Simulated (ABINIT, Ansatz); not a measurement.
# SnH2 (P-3m1): zone-centre phonons

Wanted: the vibrations of SnH2 (P-3m1) at Γ, by two programs.

Calculated with ABINIT 10.8.3; DFT PBE, scalar-relativistic, plane waves, PseudoDojo norm-conserving pseudopotentials.

Most raw output is cut from this account.

The structure was built from a prototype and need not be the compound's stable phase.

### 1. The starting structure

It takes space group P-3m1 (No. 164, trigonal). The conventional cell has a = 3.645 Å, b = 3.645 Å, c = 3.219 Å, α = 90.00°, β = 90.00°, γ = 120.00°. Nearest to Sn lie 6 H at 2.22 Å. H has 3 Sn at 2.22 Å nearest. Farther neighbours are not listed.

### 2. Relaxation

The harmonic expansion needs vanishing forces, and a free crystal bears no stress, so cell and atoms are brought to rest. Stress is more sensitive to the basis than forces are: the last 3 Ha under the cutoff are smoothed with ecutsm, and the cutoff is raised above that of the later runs.

The starting cell comes from a relaxation made beforehand in Ansatz (PBE, PseudoDojo NC).

The input, relax.abi:

```
# relaxation
ionmov 2
optcell 2
dilatmx 1.08
ntime 40
tolmxf 1.0d-05
tolvrs 1.0d-14
prtwf 0
prtden 0
chksymtnons 0

# basis, mesh and filling
ecut 40.0
ecutsm 3.0
ngkpt 9 9 8
nshiftk 1
shiftk 0.0 0.0 0.0
istwfk *1
occopt 7
tsmear 0.01
nband 14
nstep 100
diemac 1000000.0
prtebands 0
prtgsr 0
useylm 1

# cell and atoms
acell 6.888728897 6.888728897 6.083537156
rprim 
    1.0 0.0 0.0
    -0.5 0.8660254038 0.0
    0.0 0.0 1.0
ntypat 2
znucl 50 1
natom 3
typat 1 2 2
xred 
    0.0 0.0 0.0
    1/3 2/3 0.2148281941
    2/3 1/3 0.7851718059
pp_dirpath "./pseudo"
pseudos "Sn.upf, H.upf"
```

Command:

```
$ OMP_NUM_THREADS=1 mpirun -n 4 abinit relax.abi > relax.log
```

Elapsed: 7.2 min, on 4 MPI ranks of Arm Neoverse V2, shared host.

The steps of the relaxation:

```
step  energy less that of the first step (eV)  largest force (eV/Å)  volume (Å³)
   1                                   0.0000                0.0042        37.05
   2                                  -0.0002                0.0031        37.06
   3                                  -0.0015                0.0114        37.22
   4                                  -0.0015                0.0119        37.26
   5                                  -0.0016                0.0105        37.35
   6                                  -0.0016                0.0084        37.40
   7                                  -0.0016                0.0070        37.41
   8                                  -0.0016                0.0064        37.41
   9                                  -0.0016                0.0053        37.40
  10                                  -0.0016                0.0035        37.39
  11                                  -0.0017                0.0010        37.38
  12                                  -0.0017                0.0004        37.38
  13                                  -0.0017                0.0003        37.38
  14                                  -0.0017                0.0001        37.38
```

```
conventional cell, symmetrised  before  after  change
                         a (Å)   3.645  3.632  -0.4 %
                         b (Å)   3.645  3.632  -0.4 %
                         c (Å)   3.219  3.273  +1.7 %
              volume (Å³/atom)   12.35  12.46  +0.9 %
```

The relaxed structure:

```cif
data_structure
_symmetry_space_group_name_H-M 'P 1'
_symmetry_Int_Tables_number 1
_cell_length_a 3.6315
_cell_length_b 3.6315
_cell_length_c 3.2733
_cell_angle_alpha 90.000
_cell_angle_beta 90.000
_cell_angle_gamma 120.000
_cell_volume 37.38
loop_
_atom_site_label
_atom_site_type_symbol
_atom_site_fract_x
_atom_site_fract_y
_atom_site_fract_z
_atom_site_occupancy
Sn1 Sn 0.00000 0.00000 0.00000 1
H2 H 0.33333 0.66667 0.21605 1
H3 H 0.66667 0.33333 0.78395 1
```

Numbers from this step:

```
volume per atom   : 12.46 Å³
pressure          : 1.36e-4 GPa
gap on the k-mesh : 0 eV
```

The volume changes by +0.9 % from the cell with which this run began.

### 3. Ground state

First-order wavefunctions inherit every error of the ground state, hence the very tight tolvrs. Occupations are smeared.

The input, gs.abi:

```
# ground state
tolvrs 1.0d-16
prtden 1
prtwf 1

# basis, mesh and filling
ecut 32.0
ngkpt 9 9 8
nshiftk 1
shiftk 0.0 0.0 0.0
istwfk *1
occopt 7
tsmear 0.01
nband 14
nstep 100
diemac 1000000.0
prtebands 0
prtgsr 0
useylm 1

# cell and atoms
acell 6.862587627 6.862587627 6.185645478
rprim 
    1.0 0.0 0.0
    -0.5 0.8660254038 0.0
    0.0 0.0 1.0
ntypat 2
znucl 50 1
natom 3
typat 1 2 2
xred 
    0.0 0.0 0.0
    1/3 2/3 0.2160475876
    2/3 1/3 0.7839524124
pp_dirpath "./pseudo"
pseudos "Sn.upf, H.upf"
```

Command:

```
$ OMP_NUM_THREADS=1 mpirun -n 4 abinit gs.abi > gs.log
```

Run time: 18 s. Hardware: 4 MPI ranks.

Read from the output:

* pressure: -1.058 GPa

The cell stands at -1.1 GPa: the relaxation ran with a smoothed and higher cutoff, and the difference is a stress of the finite basis.

### 4. Zone-centre response

At q = 0 one unit cell holds all displacements. The response is solved for single atoms along the cell's directions, and symmetry skips those that follow from others. The crystal is treated as a metal, which screens a static field, so no field response is asked.

The input, dfpt_gamma.abi:

```

# common to the responses
getwfk_filepath "gso_WFK"
kptopt 2
nqpt 1
qpt 0.0 0.0 0.0
asr 0
chneut 0

# displacements
rfphon 1
rfatpol 1 3
rfdir 1 1 1
tolvrs 1.0d-10
prtwf 0

# basis, mesh and filling
ecut 32.0
ngkpt 9 9 8
nshiftk 1
shiftk 0.0 0.0 0.0
istwfk *1
occopt 7
tsmear 0.01
nband 14
nstep 100
diemac 1000000.0
prtebands 0
prtgsr 0
useylm 1

# cell and atoms
acell 6.862587627 6.862587627 6.185645478
rprim 
    1.0 0.0 0.0
    -0.5 0.8660254038 0.0
    0.0 0.0 1.0
ntypat 2
znucl 50 1
natom 3
typat 1 2 2
xred 
    0.0 0.0 0.0
    1/3 2/3 0.2160475876
    2/3 1/3 0.7839524124
pp_dirpath "./pseudo"
pseudos "Sn.upf, H.upf"
```

Command:

```
$ OMP_NUM_THREADS=1 mpirun -n 4 abinit dfpt_gamma.abi > dfpt_gamma.log
```

Wall time 1.8 min (4 MPI ranks).

Numbers from this step:

```
largest acoustic frequency at the zone centre before the sum rule : -2.18 cm⁻¹
highest optical zone-centre mode (no LO-TO term)                  : 801.1 cm⁻¹
lowest optical zone-centre mode                                   : -335.0 cm⁻¹
```

The acoustic modes at Γ come out as far as 2.2 cm⁻¹ from zero, where they should vanish, a small numerical error. The lowest optical mode is imaginary, 335i cm⁻¹, an instability at this level and on this k mesh.

### 5. Modes with the sum rule

anaddb reads the merged derivatives and imposes the acoustic sum rule.

The input, anaddb.abi:

```
ddb_filepath "gamma_DDB"
output_file "anaddb.abo"
outdata_prefix "anaddb"
asr 1
chneut 1
enunit 2
eivec 1
nph1l 1
qph1l 0.0 0.0 0.0 1.0
```

The input, mrgddb.in:

```
gamma_DDB
merged
2
dfpt_gammao_DDB
gso_DDB
```

Command:

```
$ mrgddb < mrgddb.in > mrgddb.log
$ OMP_NUM_THREADS=1 anaddb anaddb.abi > anaddb.log
```

The job ended after 0.52 s (1 thread).

No LO-TO term; unit eigenvectors of the mass-weighted matrix, from anaddb's displacements. The modes at Γ (shares of kinetic energy by element, %) (negative means imaginary):

```
mode  frequency (cm⁻¹)  Sn %  H %
   1            -335.0     2   98
   2            -335.0     2   98
   3               0.0    98    2
   4               0.0    98    2
   5               0.0    98    2
   6             461.3     2   98
   7             787.0     0  100
   8             801.1     0  100
   9             801.1     0  100
```

Displacements in mode 1 (-335.0 cm⁻¹), the largest set to 1:
```
Sn1  0.02  0.00  0.00
H2  -1.00  0.00  0.00
H3  -1.00  0.00  0.00
```

Displacements in mode 7 (787.0 cm⁻¹), the largest set to 1:
```
Sn1  0.00  0.00  0.00
H2   0.00  0.00  1.00
H3   0.00  0.00 -1.00
```

The rule moves no optical mode by more than 0.2 cm⁻¹.

### 6. Sum rules set otherwise (asr 0)

Without the rule the raw error of the acoustic modes shows.

Changes to anaddb.abi since step 5:

```diff
@@ -3,4 +3,4 @@
 outdata_prefix "anaddb"
-asr 1
-chneut 1
+asr 0
+chneut 0
 enunit 2
```

mrgddb.in is that of step 5.

The job ended after 0.51 s (1 thread).

Zone-centre frequencies as printed; negative means imaginary. Modes:

```
mode  frequency (cm⁻¹)
   1              -335
   2              -335
   3             -2.18
   4             -2.18
   5              2.01
   6             461.4
   7               787
   8             801.1
   9             801.1
```

### 7. Cross-check with Ansatz

The same cell goes through another code at the same cutoff. The files are of one family, but Ansatz's library holds files of its own making for some heavy elements, so those for Sn may differ.

This step: DFT PBE, scalar-relativistic, plane waves, norm-conserving pseudopotentials of its library (PseudoDojo's, some remade) (Ansatz 0.2.0).

The input, input.yaml:

```yaml
crystal:
  lattice:
    - [3.6315249798, 0.0, 0.0]
    - [-1.8157624899, 3.144992887, 0.0]
    - [0.0, 0.0, 3.2733026219]
  atoms:
    - { symbol: Sn, position: [0.0, 0.0, 0.0] }
    - { symbol: H, position: [0.3333333333, 0.6666666667, 0.2160475876] }
    - { symbol: H, position: [0.6666666667, 0.3333333333, 0.7839524124] }
kpoints:
  mp_grid: { grid: [9, 9, 8] }
hamiltonian:
  xc: pbe
  pseudopotentials: { kind: nc, accuracy: standard }
scf:
  occupations: { method: gaussian, width: 0.27211 }
output:
  eigenvalues: true
basis:
  ecutwfc: 870.764
phonons:
  method: dfpt
```

Command:

```
$ ansatz run input.yaml --threads 4 --pin off --max-ram 8192MiB --backend cpu --events-out ev --progress --plain --runs-dir out
```

Wall time 17 s (4 threads); peak memory 0.91 GiB; 67 s of CPU time.

This step gave:

```yaml
sum_rule_residual_before_enforcement: 7.78e-6 eV/Å²
highest_optical_zone_centre_mode_no_lo_to_term: 799.4 cm⁻¹
lowest_optical_zone_centre_mode: -342.4 cm⁻¹
```

### 8. Side by side: ABINIT PseudoDojo and Ansatz, library NC

Numbers from this step:

| Quantity | Value |
| --- | --- |
| root-mean-square difference | 4.42 cm⁻¹ |
| largest difference | 7.43 cm⁻¹ |

Frequencies side by side, by row:

```
q (reciprocal lattice)  mode  ABINIT PseudoDojo (cm⁻¹)  Ansatz, library NC (cm⁻¹)
                 0 0 0     1                      -335                     -342.4
                 0 0 0     2                      -335                     -342.4
                 0 0 0     3                         0                          0
                 0 0 0     4                         0                          0
                 0 0 0     5                         0                          0
                 0 0 0     6                     461.3                      460.6
                 0 0 0     7                       787                      786.3
                 0 0 0     8                     801.1                      799.4
                 0 0 0     9                     801.1                      799.4
```

At the zone centre the largest difference (acoustic modes at Γ apart) is 0.9 % of the highest mode, but 2 % of the mode at 335i cm⁻¹ on which it sits.

### 9. Results

| Property | Result |
| --- | --- |
| space group after relaxation | P-3m1 |
| volume per atom | 12.5 Å³ |
| highest optical zone-centre mode (no LO-TO term) | 801.1 cm⁻¹ |
| lowest optical zone-centre mode | -335.0 cm⁻¹ |
| imaginary optical modes at the zone centre (no q mesh in this session) | yes |
| largest difference from Ansatz, library NC | 7.43 cm⁻¹ |

What this shows: At the PBE level the optical modes of SnH2 (P-3m1) at the zone centre run from 335i to 801 cm⁻¹, so the structure is a saddle point, with 2 modes beyond 10i cm⁻¹ there. The base run prints -1.1 GPa, mostly the error of a finite basis; the relaxation, with a smoothed and higher cutoff, had brought the cell to rest. ABINIT PseudoDojo and Ansatz, library NC differ by 4.4 cm⁻¹ in the root mean square and by 7.4 cm⁻¹ at most, 0.9 % of the highest mode compared (acoustic modes at Γ left out). These are harmonic frequencies at zero temperature: anharmonic shifts and linewidths and thermal expansion are left out. In a metal the frequencies hang on the k mesh and the smearing, most of all near Kohn anomalies. Ansatz warns that the cutoff lies 11 % under the one recommended for these files; agreement at one cutoff is not convergence. The structure is a hypothetical one, built on a prototype.

[Host names and launcher messages were left out of these logs when they were recorded.]

[Logs are printed without paths, hosts, clocks, repeated set-up lines and the standing remarks that a program may print on its own settings, such as how far it seeks lower states.]

[Hosts, paths, dates, database ids (printed as entryN), source tags and the programs' standing remarks are cut or masked in the printed files.]
